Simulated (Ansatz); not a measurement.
# V_Br (site 2) in Li6MgBr8 (Fm-3m): charge-transition levels and formation energies

Aim: at which Fermi levels does V_Br (site 2) in Li6MgBr8 (Fm-3m) change its charge? The model is a cell of 60 host atoms with 1 Br taken out.

Calculated with Ansatz 0.2.0; place-levels on PBEsol runs: charge-transition levels and formation energies with image-charge correction and potential alignment at the atomic sites.

**1. Starting point**

The cell holds 59 atoms: 24 Li, 4 Mg and 31 Br. Cell: a = 10.847 Å, b = 10.847 Å, c = 10.847 Å, α = 90.0°, β = 90.0°, γ = 90.0°. It derives from Li6MgBr8 (space group Fm-3m). Nearest the centre at fractional (0.250, 0.250, 0.750): Li21 at 2.71 Å, Li2 at 2.71 Å, Li13 at 2.71 Å, Li7 at 2.71 Å, Li17 at 2.71 Å, Li9 at 2.71 Å, Br54 at 3.84 Å, Br53 at 3.84 Å.

The host's dielectric constants go in as inputs: 3.52 for the electrons alone, 11.03 with the ions, from a response run on this crystal (DFPT, PBEsol) at that run's own cell.

The cell's shortest repeat is 10.8 Å.

**2. Charge states**

Levels follow from differences of total energies between charge states, each relaxed by itself.

Random displacements of about 0.05 Å break the site symmetry at the start, so that the relaxation can reach a distorted minimum if there is one. Forces are taken at one point at (¼, ¼, ¼). The cell holds 1 electron more than the neutral one, with a uniform background that keeps it neutral on the whole.

The sampling was tested on the host first: at the k-points planned (1x1x1 shifted 0.25 0.25 0.25) its energy lies 0.000 eV an atom from the dense-mesh value, under the bound of 0.02 eV set for this test; that bounds the host's error, not the defect's.

One state's input; the others differ in charge, spin, start and seed, and in occupations where the table says so.

Contents of qm1.relax/input.yaml:

```yaml
crystal:
  lattice:
    - [10.84714592, 0.0, 0.0]
    - [0.0, 10.84714592, 0.0]
    - [0.0, 0.0, 10.84714592]
  atoms:
    - { symbol: Li, position: [0.25, 0.0, 0.25] }
    - { symbol: Li, position: [0.25, 0.5, 0.75] }
    - { symbol: Li, position: [0.75, 0.0, 0.75] }
[... 4 atom lines left out ...]
    - { symbol: Li, position: [0.5, 0.75, 0.25] }
[... 1 atom line left out ...]
    - { symbol: Li, position: [0.0, 0.75, 0.25] }
[... 3 atom lines left out ...]
    - { symbol: Li, position: [0.25, 0.5, 0.25] }
[... 3 atom lines left out ...]
    - { symbol: Li, position: [0.25, 0.75, 0.5] }
[... 3 atom lines left out ...]
    - { symbol: Li, position: [0.25, 0.75, 0.0] }
[... 3 atom lines left out ...]
    - { symbol: Mg, position: [0.0, 0.5, 0.5] }
    - { symbol: Mg, position: [0.5, 0.0, 0.5] }
[... 9 atom lines left out ...]
    - { symbol: Br, position: [0.0, 0.24494824, 0.0] }
[... 1 atom line left out ...]
    - { symbol: Br, position: [0.5, 0.24494824, 0.5] }
[... 1 atom line left out ...]
    - { symbol: Br, position: [0.25505176, 0.0, 0.5] }
    - { symbol: Br, position: [0.25505176, 0.5, 0.0] }
[... 2 atom lines left out ...]
    - { symbol: Br, position: [0.24494824, 0.0, 0.0] }
    - { symbol: Br, position: [0.24494824, 0.5, 0.5] }
[... 2 atom lines left out ...]
    - { symbol: Br, position: [0.0, 0.0, 0.75505176] }
[... 2 atom lines left out ...]
    - { symbol: Br, position: [0.5, 0.5, 0.75505176] }
[... 1 atom line left out ...]
    - { symbol: Br, position: [0.0, 0.5, 0.74494824] }
    - { symbol: Br, position: [0.5, 0.0, 0.74494824] }
[... 1 atom line left out ...]
    - { symbol: Br, position: [0.0, 0.25505176, 0.5] }
[... 1 atom line left out ...]
    - { symbol: Br, position: [0.5, 0.25505176, 0.0] }
    - { symbol: Br, position: [0.5, 0.75505176, 0.5] }
  supercell: [1, 1, 1]
  defects: [{ vacancy: 32 }]
total_charge: -1
basis:
  ecutwfc: 420
  xc_grid: 2
hamiltonian:
  xc: pbesol
kpoints:
  mp_grid: { grid: [1, 1, 1], shift: [0.25, 0.25, 0.25] }
scf:
  occupations: { method: fixed }
  max_iter: 80
output:
  forces: true
  charged_corrections: { epsilon: 3.52, static_epsilon: 11.03 }
relax:
  f_tol: 0.02
  max_steps: 80
  random_displacement: { amplitude: 0.05, seed: 6651 }
checkpoint:
  write: "../qm1.relax.run"
  compress: false
  write_wavefunctions: true
  write_every: 100000
```

Command:

```console
$ ansatz run input.yaml --threads 4 --pin off --max-ram 7536MiB --backend cpu --events-out ev --progress --plain --runs-dir out
```

The relaxed structure is kept and the sampling changed to a 2×2×2 shifted mesh.

The run of this state that the levels use, under PBEsol:

Contents of qm1.point/input.yaml:

```yaml
crystal:
  checkpoint: "../qm1.relax.run"
  host: checkpoint
total_charge: -1
basis:
  ecutwfc: 420
  xc_grid: 2
hamiltonian:
  xc: pbesol
kpoints:
  mp_grid: { grid: [2, 2, 2], shift: [0.5, 0.5, 0.5] }
scf:
  occupations: { method: fermi_dirac, width: 0.01 }
  max_iter: 80
output:
  forces: true
  eigenvalues: true
  charged_corrections:
    epsilon: 3.52
    static_epsilon: 11.03
    defect_position: [0.25, 0.25, 0.75]
  eigenstates: { localisation: true }
  populations: true
  band_densities: [{ bands: [v1, v1] }, { bands: [c1, c1] }]
  write_density: true
  write_potential: true
  volumetric_format: npy
checkpoint:
  read: "../qm1.relax.run"
  write: "../qm1.point.run"
  compress: false
  write_wavefunctions: false
  write_every: 100000
```

Relaxations under PBEsol at one point at (¼, ¼, ¼); times on 4 threads of Arm Neoverse V2, shared host:

| charge | moment (μB) | occupations | outcome | steps | largest displacement against the far atoms (Å) | time |
| --- | --- | --- | --- | --- | --- | --- |
| −1 | 0 | fixed | converged | 6 | 0.45 | 53 s |
| 0 | 1 | fixed | converged | 4 | 0.05 | 82 s |
| +1 | 0 | fixed | converged | 4 | 0.23 | 40 s |

Single points under PBEsol at a 2×2×2 shifted mesh; times on 4 threads of Arm Neoverse V2, shared host:

| charge | moment (μB) | occupations | outcome | time |
| --- | --- | --- | --- | --- |
| −1 | 0 | fermi-dirac | converged | 75 s |
| 0 | 1 | fermi-dirac | converged | 2.9 min |
| +1 | 0 | fermi-dirac | converged | 76 s |

Distances (Å) from the ideal centre to the nearest atoms after relaxation with PBEsol:

| charge | moment (μB) | 1. | 2. | 3. | 4. | 5. | 6. |
| --- | --- | --- | --- | --- | --- | --- | --- |
| −1 | 0 | Li 2.26 | Li 2.27 | Li 2.28 | Li 2.28 | Li 2.28 | Li 2.28 |
| 0 | 1 | Li 2.66 | Li 2.67 | Li 2.67 | Li 2.67 | Li 2.67 | Li 2.68 |
| +1 | 0 | Li 2.94 | Li 2.94 | Li 2.94 | Li 2.94 | Li 2.94 | Li 2.95 |

**3. Placing the levels, PBEsol**

A charged cell interacts with its images and the background, and its potential has another zero than the host's. place-levels removes the first by a point-charge model, screened by the static dielectric constant since the ions have relaxed around the charge, and the second by comparing potentials at atoms far from the defect.

The host is a run of the defect-free crystal in the same cutoffs, grids and k-points, so that basis and sampling errors cancel in part in the differences. Its band edges come from a run of the primitive cell that searches the zone for them. Chemical potentials are energies per atom of Br (solid Br2 (Cmce)), run with the same functional and cutoff.

Contents of levels.point.yaml:

```yaml
host:
  run: host.point.run
  levels_from: { run: edges.point.run }
states: [qm1.point.run, q0_M1.point.run, qp1.point.run]
geometry_from:
  qm1.point.run: qm1.relax.run
  q0_M1.point.run: q0_M1.relax.run
  qp1.point.run: qp1.relax.run
  host.point.run: host.relax.run
chemical_potentials:
  Br:
    energy: -2736.47272
    dataset: "<sha256 of the dataset>"
epsilon: 3.52
static_epsilon: 11.03
vertical:
  - { from: qm1.point.run, to: qm1.point_neutral.run }
  - { from: qp1.point.run, to: qp1.point_neutral.run }
```

Command:

```console
$ ansatz place-levels levels.point.yaml -- --threads 4 --pin off --max-ram 7536MiB
```

Numbers of over 12 decimals in the logs are rounded to 6 here.

What it wrote:

```text
[... repeated set-up lines and file paths are left out, and long positions are rounded to six places ...]
(+1/0) 3.817 eV above the valence edge, 0.861 eV under the conduction edge
(0/-1) 4.095 eV above the valence edge, 0.583 eV under the conduction edge
formation energy of charge +1: +0.185 eV with the Fermi level at the valence edge
formation energy of charge 0: +4.001 eV with the Fermi level at the valence edge
formation energy of charge -1: +8.096 eV with the Fermi level at the valence edge
vertical -1 to 0: no energy, since no alignment is typed
  the change from vertical[0].from (qm1.point.run) to vertical[0].to (qm1.point_neutral.run): by its potential at epsilon 3.52 it stands at 0.250 0.250 0.749, with an rms radius of about 1.7 Å (1.0 1.0 1.0 Å across the planes of the cell's vectors); [...]
vertical +1 to 0: no energy, since no alignment is typed
  the change from vertical[1].from (qp1.point.run) to vertical[1].to (qp1.point_neutral.run): by its potential at epsilon 3.52 it stands at 0.249 0.250 0.750, with an rms radius of about 2.1 Å (1.2 1.2 1.2 Å across the planes of the cell's vectors); [...]
  edges by pbesol of host.levels_from (edges.point.run), its mesh sampled to repeats of 38.35 Å (the valence edge +0.047 eV and the conduction edge -0.594 eV from those of the host's own run), gap 4.678 eV; the host is sampled to repeats of 30.68 Å
  the defect's cells are sampled to repeats of 30.68 Å, like sampling
  charge +1: -97445.9451 eV with its correction of -0.055 eV, at epsilon 11.03, aligned at sites: -0.2256 eV, mean over 37 atomic sites at or beyond 5.42 Å from the defect at [0.2500, 0.2500, 0.7500], with +0.000000 for the charge's moments and without [...]
  charge 0: +0.000 eV for its dipole among its images, +0.000 omitted
  charge -1: -97433.2605 eV with its correction of +0.354 eV, at epsilon 11.03, aligned at sites: -0.1836 eV, mean over 37 atomic sites at or beyond 5.42 Å from the defect at [0.2500, 0.2500, 0.7500], with +0.000000 for the charge's moments and without [...]
```

Elapsed: 0.29 s, on 4 threads of Arm Neoverse V2, shared host.

Levels between the charges placed, in eV above the valence top:

|  | gap (eV) | (+1/0) | (0/−1) |
| --- | --- | --- | --- |
| PBEsol | 4.68 | 3.82 | 4.09 |

Corrections by state:

| charge | moment (μB) | image terms and alignment (eV) | band filling (eV) | ε used | over the lowest of its charge, as the program ranks them, band filling apart (eV) |
| --- | --- | --- | --- | --- | --- |
| +1 | 0.0 | -0.055 | - | 11.03 | 0.000 |
| 0 | 1.0 | 0.000 | - | - | 0.000 |
| −1 | 0.0 | 0.354 | - | 11.03 | 0.000 |

The charged structures listed were also run neutral, and place-levels reads from each pair, by the potential or the spins, how wide the charge is by which they differ; that can be the carrier of either run.

| charge | rms radius (Å) | spread where it is widest against the cell (Å) | wide from (Å) | reading |
| --- | --- | --- | --- | --- |
| +1 | 2.1 | 1.20 | 1.88 | narrow |
| −1 | 1.7 | 0.99 | 1.88 | narrow |

The neutral runs of these pairs need not share the spin of the lowest neutral state, and very wide values only mean spread over the cell.

Chemical potentials of the elements' reference phases, run alike. Formation energies (elemental references), with the Fermi level at the valence top and at the conduction bottom (gap 4.68 eV):

| charge | at valence top (eV) | at conduction bottom (eV) | correction included (eV) |
| --- | --- | --- | --- |
| +1 | 0.18 | 4.86 | -0.05 |
| 0 | 4.00 | 4.00 | 0.00 |
| −1 | 8.10 | 3.42 | 0.35 |

Fermi level (eV), lowest formation energy (eV) and a bar:
```
     0.00       0.18 
     0.42       0.61 ###
     0.85       1.03 #######
     1.27       1.46 ##########
     1.70       1.88 #############
     2.12       2.31 #################
     2.55       2.74 ####################
     2.98       3.16 #######################
     3.40       3.59 ###########################
     3.83       4.00 ##############################
     4.25       3.84 #############################
     4.68       3.42 #########################
```

**4. The same at the relaxations' own k-points**

The relaxations' own energies give the levels at their sampling, for comparison.

Contents of levels.relax_mesh.yaml:

```yaml
host:
  run: host.relax.run
  levels_from: { run: edges.relax.run }
states: [qm1.relax.run, q0_M1.relax.run, qp1.relax.run]
chemical_potentials:
  Br:
    energy: -2736.47272
    dataset: "<sha256 of the dataset>"
```

Command:

```console
$ ansatz place-levels levels.relax_mesh.yaml -- --threads 4 --pin off --max-ram 7536MiB
```

What it wrote:

```text
(+1/0) 3.816 eV above the valence edge, 0.862 eV under the conduction edge
(0/-1) 4.095 eV above the valence edge, 0.583 eV under the conduction edge
formation energy of charge +1: +0.185 eV with the Fermi level at the valence edge
formation energy of charge 0: +4.001 eV with the Fermi level at the valence edge
formation energy of charge -1: +8.096 eV with the Fermi level at the valence edge
  edges by pbesol of host.levels_from (edges.relax.run), its mesh sampled to repeats of 38.35 Å (the valence edge +0.047 eV and the conduction edge -0.595 eV from those of the host's own run), gap 4.678 eV; the host is sampled to repeats of 15.34 Å
[... the lines on each state left out ...]
```

Run time: 0.11 s. Hardware: 4 threads.

Levels between neighbouring charges, in eV above the valence top:

|  | gap (eV) | (+1/0) | (0/−1) |
| --- | --- | --- | --- |
| one point at (¼, ¼, ¼) | 4.68 | 3.82 | 4.09 |
| a 2×2×2 shifted mesh | 4.68 | 3.82 | 4.09 |

Going from one point at (¼, ¼, ¼) to a 2×2×2 shifted mesh moves the levels that carry no band-filling term by up to 0.00 eV and formation energies against the elements by up to 0.00 eV.

**5. A changed set-up**

In this try the input is made faulty on purpose, to show what that does.

A choice is tested by changing it alone.

levels.try0.yaml is levels.point.yaml with these lines changed:

```diff
-static_epsilon: 11.03
+static_epsilon: 3.52
```

Command:

```console
$ ansatz place-levels levels.try0.yaml -- --threads 4 --pin off --max-ram 7536MiB
```

What it wrote:

```text
(+1/0) 3.574 eV above the valence edge, 1.104 eV under the conduction edge
(0/-1) 4.338 eV above the valence edge, 0.340 eV under the conduction edge
formation energy of charge +1: +0.428 eV with the Fermi level at the valence edge
formation energy of charge 0: +4.001 eV with the Fermi level at the valence edge
formation energy of charge -1: +8.340 eV with the Fermi level at the valence edge
vertical -1 to 0: no energy, since no alignment is typed
vertical +1 to 0: no energy, since no alignment is typed
[...]
[... the lines on each state left out ...]
```

The change: the electronic dielectric constant for relaxed ions.

Levels in eV above the valence top; the changed ones are not the defect's:

|  | gap (eV) | (+1/0) | (0/−1) |
| --- | --- | --- | --- |
| changed | 4.68 | 3.57 | 4.34 |
| as set up | 4.68 | 3.82 | 4.09 |

The largest shift is 0.24 eV.

**6. Summary of results**

```json
{
 "gap of the host": "4.68 eV (PBEsol)",
 "level (plus 1/0)": "3.82 eV above the valence top",
 "level (0/minus 1)": "4.09 eV above the valence top",
 "lowest of the charges placed, just above the valence top (0.02 eV)": "+1",
 "lowest of the charges placed, just below the conduction bottom (0.02 eV)": "−1",
 "lowest formation energy at mid-gap of the charges run, elemental references": "2.52 eV"
}
```

**Reading.** Of the charges placed (−1, 0 and +1), the lowest changes at 3.82 eV (+1/0) and 4.09 eV (0/−1) above the valence top, in a gap of 4.68 eV. Charges above +1 and below −1 were not placed, so these runs say nothing of levels that involve them. States placed: +1 at 0 μB; 0 at 1 μB; −1 at 0 μB. Other spin states or structures, where not listed, weren't placed. Going from one point at (¼, ¼, ¼) to a 2×2×2 shifted mesh moves the levels that carry no band-filling term by up to 0.00 eV and formation energies against the elements by up to 0.00 eV. Limits: PBEsol makes the gap too small and tends to spread out bound carriers.

[Logs are printed without paths, hosts, clocks, repeated set-up lines and the standing remarks that a program may print on its own settings, such as how far it seeks lower states.]

[Hosts, paths, dates, database ids (printed as entryN), source tags and the programs' standing remarks are cut or masked in the printed files.]

[Where a table of states has a column of steps, it counts the stored structures, which are thinned; the runs took as many ionic steps or more.]

[A defect's name tells the site on which it was built; relaxed atoms can leave that site.]

[For some hosts the program warned that the k-mesh of the response run may be too coarse for force constants and the static dielectric constant; such warnings are not shown here.]
